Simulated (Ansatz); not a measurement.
## What AgS4F (built on the sites of a database entry of AgClO4) distorts into

Wanted: the energy along a soft mode of AgS4F (built on the sites of a database entry of AgClO4) and the structure at the end.

Program: Ansatz 0.2.0. Level of theory: DFT PBEsol, scalar-relativistic, plane waves, PAW. Results are calculated unless marked as measured.

Most raw output is cut from this account.

The structure was built from a prototype and need not be the compound's stable phase.

### 1. The starting structure

It takes space group F-43m (No. 216, cubic). Conventional cell: a = 8.414 Å, b = 8.414 Å, c = 8.414 Å, α = 90.00°, β = 90.00°, γ = 90.00°. Nearest to Ag lie 12 S at 3.44 Å. Nearest to F lie 4 S at 2.21 Å. S has 1 F at 2.21 Å and 3 S at 2.34 Å nearest. Farther neighbours and most contacts between anions are not listed.

As a file:

```cif
data_structure
_symmetry_space_group_name_H-M 'P 1'
_symmetry_Int_Tables_number 1
_cell_length_a 5.9497
_cell_length_b 5.9497
_cell_length_c 5.9497
_cell_angle_alpha 60.000
_cell_angle_beta 60.000
_cell_angle_gamma 60.000
_cell_volume 148.93
loop_
_atom_site_label
_atom_site_type_symbol
_atom_site_fract_x
_atom_site_fract_y
_atom_site_fract_z
_atom_site_occupancy
Ag1 Ag 0.50000 0.50000 0.50000 1
F2 F 0.00000 0.00000 0.00000 1
S3 S 0.15152 0.15152 0.15152 1
S4 S 0.54543 0.15152 0.15152 1
S5 S 0.15152 0.15152 0.54543 1
S6 S 0.15152 0.54543 0.15152 1
```

### 2. Response at finite wavevector

The cell comes from relaxations at this level that are not shown. Stability and thermal properties need the whole zone. Linear response on a 2×2×2 q mesh gives force constants as far as a supercell of that size would.

The input, input.yaml:

```yaml
crystal:
  lattice:
    - [0.0, 4.2070857375, 4.2070857375]
    - [4.2070857375, 0.0, 4.2070857375]
    - [4.2070857375, 4.2070857375, 0.0]
  atoms:
    - { symbol: Ag, position: [0.5, 0.5, 0.5] }
    - { symbol: F, position: [0.0, 0.0, 0.0] }
    - { symbol: S, position: [0.1515227775, 0.1515227775, 0.1515227775] }
    - { symbol: S, position: [0.5454316674, 0.1515227775, 0.1515227775] }
    - { symbol: S, position: [0.1515227775, 0.1515227775, 0.5454316674] }
    - { symbol: S, position: [0.1515227775, 0.5454316674, 0.1515227775] }
kpoints:
  mp_grid: { grid: [8, 8, 8] }
hamiltonian:
  xc: pbesol
scf:
  occupations: { method: methfessel_paxton, width: 0.2 }
output:
  eigenvalues: true
phonons:
  method: dfpt
  qmesh: [2, 2, 2]
  temperatures: { t_max: 1000, t_step: 50 }
  qpath:
    path:
      - [[0.0, 0.0, 0.0], [-0.5, -0.5, 0.0], [-0.375, -0.375, 0.25]]
      - [[-0.375, 0.0, 0.375], [0.0, 0.0, 0.0], [0.0, 0.0, 0.5], [-0.5, -0.25, 0.25], [-0.5, -0.5, 0.0]]
    npoints: 10
```

On the command line:

```
$ ansatz run input.yaml --threads 8 --pin off --max-ram 14336MiB --backend cpu --events-out ev --progress --plain --runs-dir out
```

The job ended after 2 min (8 threads of Arm Neoverse V2, shared host; peak memory 2.9 GiB; 15 min of CPU time).

Numbers from this step:

| Property | Result |
| --- | --- |
| volume per atom | 24.82 Å³ |
| gap on the k-mesh | 0 eV |
| sum-rule residual before enforcement | 4.02e-5 eV/Å² |
| lowest frequency on the path | -498.5 cm⁻¹ |
| point group | -43m |
| highest frequency on the path or at a solved wavevector | 362.4 cm⁻¹ |
| highest optical mode at the zone centre (no LO-TO term) | 324.4 cm⁻¹ |
| lowest optical zone-centre mode | -435.3 cm⁻¹ |
| lowest mode on the q mesh (acoustic modes at Γ apart) | -498.5 cm⁻¹ |

Frequencies (cm⁻¹) solved at each irreducible wavevector; negative means imaginary. Frequencies by wavevector, by row:

| q in reciprocal lattice units | star | mode 1 | mode 2 | mode 3 | mode 4 | mode 16 | mode 17 | mode 18 |
| --- | --- | --- | --- | --- | --- | --- | --- | --- |
| 0 0 0 | 1 | -435.3 | -435.3 | -392.2 | -392.2 | 0 | 0 | 324.4 |
| 0 0 -0.5 | 4 | -472.8 | -472.8 | -393.1 | -375.9 | 62.2 | 125.8 | 357.8 |
| 0 -0.5 -0.5 | 3 | -498.5 | -463 | -396.5 | -396.5 | 104.1 | 117.8 | 362.4 |

Interpolated from a 2×2×2 q mesh. The phonon branches at the labelled points (cm⁻¹):

| point | branch 1 | branch 2 | branch 3 | branch 4 | branch 15 | branch 16 | branch 17 | branch 18 |
| --- | --- | --- | --- | --- | --- | --- | --- | --- |
| Γ | -435 | -435 | -392 | -392 | 0 | 0 | 0 | 324 |
| halfway | -471 | -450 | -392 | -392 | 83 | 83 | 89 | 345 |
| X | -498 | -463 | -396 | -396 | 104 | 104 | 118 | 362 |
| halfway | -497 | -465 | -395 | -394 | 102 | 116 | 131 | 362 |
| U | -491 | -470 | -392 | -388 | 96 | 126 | 141 | 361 |
| jump to K | -491 | -470 | -392 | -388 | 96 | 126 | 141 | 361 |
| halfway | -464 | -461 | -389 | -384 | 58 | 97 | 108 | 346 |
| Γ | -435 | -435 | -392 | -392 | 0 | 0 | 0 | 324 |
| halfway | -456 | -456 | -392 | -382 | 52 | 52 | 101 | 341 |
| L | -473 | -473 | -393 | -376 | 62 | 62 | 126 | 358 |
| halfway | -482 | -473 | -390 | -381 | 84 | 124 | 133 | 359 |
| W | -490 | -473 | -393 | -383 | 94 | 139 | 147 | 360 |
| halfway | -495 | -467 | -395 | -391 | 97 | 128 | 136 | 361 |
| X | -498 | -463 | -396 | -396 | 104 | 104 | 118 | 362 |

Symmetry leaves 3 wavevectors to solve. The lowest mode among them, the acoustic zeros apart, lies at q = (0, -0.5, -0.5) and is imaginary, 498.5i cm⁻¹, so the energy falls along it.

### 3. The mode frozen in, largest atomic shift 0 Å

The mode followed lies at q = (0, -0.5, -0.5) with frequency 498.5i cm⁻¹, the softest among the wavevectors solved. At small amplitude the distorted cell has space group no. 115 by a symmetry search on the positions. The undistorted cell that holds it gives the zero of energy on the same k mesh.

System of this step: AgS4F (built on the sites of a database entry of AgClO4). The structure is cubic, space group F-43m (No. 216). The conventional cell has a = 8.414 Å, b = 8.414 Å, c = 8.414 Å, α = 90.00°, β = 90.00°, γ = 90.00°. Ag has 12 S at 3.44 Å nearest. F has 4 S at 2.21 Å nearest. Nearest to S lie 1 F at 2.21 Å and 3 S at 2.34 Å. Farther neighbours and most contacts between anions are not listed.

The input, input.yaml:

```yaml
crystal:
  lattice:
    - [0.0, -4.2070857375, -4.2070857375]
    - [0.0, 4.2070857375, -4.2070857375]
    - [8.414171475, 0.0, 0.0]
  atoms:
    - { symbol: Ag, position: [0.5, 0.5, 0.0] }
    - { symbol: Ag, position: [0.0, 0.0, 0.5] }
    - { symbol: F, position: [0.5, 0.5, 0.5] }
    - { symbol: F, position: [1.0, 0.0, 0.0] }
    - { symbol: S, position: [0.1969544449, 0.5, 0.6515227775] }
    - { symbol: S, position: [0.696954445, 0.0, 0.1515227775] }
    - { symbol: S, position: [0.803045555, 0.5, 0.6515227775] }
    - { symbol: S, position: [0.303045555, 1.0, 0.1515227775] }
    - { symbol: S, position: [0.0, 0.6969544449, 0.8484772225] }
    - { symbol: S, position: [0.5, 0.196954445, 0.3484772225] }
    - { symbol: S, position: [0.0, 0.303045555, 0.8484772225] }
    - { symbol: S, position: [0.5, 0.803045555, 0.3484772225] }
kpoints:
  mp_grid: { grid: [6, 6, 4] }
hamiltonian:
  xc: pbesol
scf:
  occupations: { method: methfessel_paxton, width: 0.2 }
output:
  forces: true
  stress: true
  eigenvalues: true
```

Wall time 5.8 s (8 threads); peak memory 1.2 GiB.

This step gave:

```yaml
pressure: 0.009440 GPa
energy_from_the_undistorted_cell: 0 meV/atom
```

The run ends at a pressure of 0.01 GPa, with forces up to 0.0030 eV/Å.

### 4. The mode frozen in, largest atomic shift 0.45 Å

The atoms are moved along the unstable eigenvector, the largest shift by 0.45 Å, with the cell fixed.

The input, input.yaml:

```yaml
crystal:
  lattice:
    - [0.0, -4.2070857375, -4.2070857375]
    - [0.0, 4.2070857375, -4.2070857375]
    - [8.414171475, 0.0, 0.0]
  atoms:
    - { symbol: Ag, position: [0.5, 0.5, 0.0042138555] }
    - { symbol: Ag, position: [0.0, 0.0, 0.4957861445] }
    - { symbol: F, position: [0.5, 0.5, 0.5442512893] }
    - { symbol: F, position: [1.0, 0.0, -0.0442512893] }
    - { symbol: S, position: [0.1590927519, 0.5, 0.6052249913] }
    - { symbol: S, position: [0.734816138, 0.0, 0.1978205638] }
    - { symbol: S, position: [0.8409072481, 0.5, 0.6052249913] }
    - { symbol: S, position: [0.265183862, 1.0, 0.1978205638] }
    - { symbol: S, position: [0.0, 0.6590927519, 0.8947750087] }
    - { symbol: S, position: [0.5, 0.234816138, 0.3021794362] }
    - { symbol: S, position: [0.0, 0.3409072481, 0.8947750087] }
    - { symbol: S, position: [0.5, 0.765183862, 0.3021794362] }
kpoints:
  mp_grid: { grid: [6, 6, 4] }
hamiltonian:
  xc: pbesol
scf:
  occupations: { method: methfessel_paxton, width: 0.2 }
output:
  forces: true
  stress: true
  eigenvalues: true
```

Elapsed: 5.8 s, on 8 threads; peak memory 1.2 GiB; 44 s of CPU time.

Numbers from this step:

```yaml
pressure: 2.993 GPa
energy_from_the_undistorted_cell: -299.0 meV/atom
```

The energy, extrapolated to zero smearing, is -299.01 meV/atom against the undistorted cell.

The run ends at a pressure of 2.99 GPa, with forces up to 2.0 eV/Å.

### 5. Energy along the mode, all amplitudes (two of the runs are shown above)

An imaginary frequency means negative curvature, so the energy should fall and then rise again as anharmonic terms take over.

Numbers from this step:

* depth at the lowest point sampled: 299.0 meV/atom
* largest atomic shift at that point: 0.45 Å

The energy from the parent by largest atomic shift:

| largest atomic shift (Å) | energy from the parent (meV/atom) |
| --- | --- |
| 0.000 | 0 |
| 0.040 | -16.4 |
| 0.080 | -52.9 |
| 0.140 | -111 |
| 0.220 | -182 |
| 0.320 | -255 |
| 0.450 | -299 |
| 0.600 | -242 |

Displacement at unit largest shift by atom:

| atom | x (Å) | y (Å) | z (Å) | size |
| --- | --- | --- | --- | --- |
| Ag1 | 0.08 | 0.00 | 0.00 | 0.08 |
| Ag2 | -0.08 | 0.00 | 0.00 | 0.08 |
| F3 | 0.83 | 0.00 | 0.00 | 0.83 |
| F4 | -0.83 | 0.00 | 0.00 | 0.83 |
| S5 | -0.87 | 0.35 | 0.35 | 1.00 |
| S6 | 0.87 | -0.35 | -0.35 | 1.00 |
| S7 | -0.87 | -0.35 | -0.35 | 1.00 |
| S8 | 0.87 | 0.35 | 0.35 | 1.00 |
| S9 | 0.87 | -0.35 | 0.35 | 1.00 |
| S10 | -0.87 | 0.35 | -0.35 | 1.00 |
| S11 | 0.87 | 0.35 | -0.35 | 1.00 |
| S12 | -0.87 | -0.35 | 0.35 | 1.00 |

The lowest of the steps tried is at 0.45 Å, 299 meV/atom below the parent; the bottom of the well need not coincide with a step.

### 6. Relaxation from the frozen mode

Starting from the lowest point found, all atoms and the cell are let go, so that strain and other modes of the same symmetry can join in.

input.yaml: that of step 4 with these lines changed.

```diff
@@ -28 +28,6 @@
   eigenvalues: true
+relax:
+  adjacent_minimum: "off"
+  f_tol: 0.002
+  max_steps: 120
+  cell: { stress_tol: 0.03 }
```

Wall time 2.3 min (8 threads); peak memory 1.4 GiB; 18 min of CPU time.

The steps of the relaxation (22 of 23):

| step | energy less that of the first step (eV) | largest force component (eV/Å) | pressure (GPa) | volume (Å³) |
| --- | --- | --- | --- | --- |
| 1 | 0.0000 | 1.3535 | 2.99 | 297.85 |
| 2 | -1.0807 | 0.6879 | 0.44 | 311.69 |
| 3 | -1.6861 | 0.4284 | 0.28 | 311.15 |
| 4 | -2.2752 | 0.3697 | -0.12 | 307.70 |
| 5 | -2.8538 | 0.4845 | -1.05 | 298.77 |
| 6 | -3.5533 | 0.7737 | -1.56 | 283.45 |
| 7 | -4.3905 | 1.1508 | -1.89 | 268.12 |
| 8 | -5.1662 | 1.0168 | -1.44 | 255.16 |
| 9 | -5.2641 | 1.2998 | 0.63 | 247.10 |
| 10 | -5.5377 | 0.4390 | -0.45 | 250.34 |
| 11 | -5.7207 | 0.4188 | 0.48 | 248.59 |
| 13 | -5.9758 | 0.2754 | -0.06 | 254.96 |
| 14 | -6.0007 | 0.0619 | -0.28 | 255.23 |
| 15 | -6.0062 | 0.0385 | 0.03 | 254.27 |
| 16 | -6.0066 | 0.0238 | -0.03 | 254.71 |
| 17 | -6.0067 | 0.0082 | -0.02 | 254.68 |
| 18 | -6.0067 | 0.0062 | 0.00 | 254.67 |
| 19 | -6.0068 | 0.0011 | 0.01 | 254.63 |
| 20* | -5.9997 | 0.0014 | -0.04 | 254.63 |
| 21 | -6.0000 | 0.0042 | -0.01 | 254.43 |
| 22 | -6.0000 | 0.0016 | 0.00 | 254.35 |
| 23* | -5.9999 | 0.0016 | 0.00 | 254.35 |

Relaxation steps marked * repeat the geometry before them on a plane-wave basis chosen anew for their cell, so energy and pressure can jump there. Other such steps can lie between the rows shown.

The run keeps the 8 symmetry operations that it works with, so distortions that break them were not tested.

| cell as run | before | after | change |
| --- | --- | --- | --- |
| a (Å) | 5.950 | 6.024 | +1.2 % |
| b (Å) | 5.950 | 6.024 | +1.2 % |
| c (Å) | 8.414 | 7.010 | -16.7 % |
| volume (Å³/atom) | 24.82 | 21.20 | -14.6 % |

The atoms that moved most (Å, as changes of fractional coordinates times the final cell):

| atom | dx | dy | dz | length |
| --- | --- | --- | --- | --- |
| F4 | -1.008 | 0.000 | 0.000 | 1.008 |
| F3 | 1.008 | 0.000 | 0.000 | 1.008 |
| S11 | 0.852 | -0.009 | 0.009 | 0.853 |
| S5 | -0.852 | -0.009 | -0.009 | 0.853 |
| S9 | 0.852 | 0.009 | -0.009 | 0.853 |
| S7 | -0.852 | 0.009 | 0.009 | 0.853 |
| S6 | 0.249 | -0.078 | -0.078 | 0.273 |
| S10 | -0.249 | 0.078 | -0.078 | 0.273 |

Final coordinates:

```
Ag F S
1.0
     0.00000   -4.25929   -4.25929
     0.00000    4.25929   -4.25929
     7.01020    0.00000    0.00000
Ag F S
2 2 8
Direct
  0.50000 0.50000 0.98327
  0.00000 0.00000 0.51673
  0.50000 0.50000 0.68801
  0.00000 0.00000 0.81199
  0.16115 0.50000 0.48363
  0.75324 0.00000 0.23336
  0.83885 0.50000 0.48363
  0.24676 0.00000 0.23336
  0.00000 0.66115 0.01637
  0.50000 0.25324 0.26664
  0.00000 0.33885 0.01637
  0.50000 0.74676 0.26664
```

Numbers from this step:

- pressure: -0.003609 GPa
- volume per atom: 21.20 Å³

The distorted start has space group P-4m2; the relaxation ends in P-4m2.

### 7. Summary of results

* unstable mode of the parent: q = (0, -0.5, -0.5), 498i cm⁻¹
* depth at the lowest point sampled: 299 meV/atom
* largest atomic shift at that point: 0.45 Å
* space group reached (within 0.01 Å): P-4m2
* energy gained over the parent (first relaxation, on the mesh of the frozen mode): 800 meV/atom
* volume per atom, phase reached: 21.2 Å³

Along this mode the structure falls into P-4m2, 800 meV/atom below the parent. At the parent's cell the well is 299.0 meV/atom deep on the steps tried, with its lowest point at a shift of 0.45 Å. Relaxing atoms and cell changes the gain by +501.09 meV/atom against the lowest step (energies at zero smearing). Most of the total comes from this relaxation. The modes of the phase reached were not computed on this path. Each path keeps the symmetry of its pattern, so a lower phase may lie along a pattern not tried. With no gap, or one that is small against the smearing, the frequencies hang on the k mesh and the smearing, most of all near Kohn anomalies. The volume moved by more than a tenth on the k mesh of the start, so the energy gain is rough. The starting cell was built on a prototype and not taken from a measurement, so the phase need not exist.

[Logs are printed without paths, hosts, clocks, repeated set-up lines and the standing remarks that a program may print on its own settings, such as how far it seeks lower states.]

[Hosts, paths, dates, database ids (printed as entryN), source tags and the programs' standing remarks are cut or masked in the printed files.]
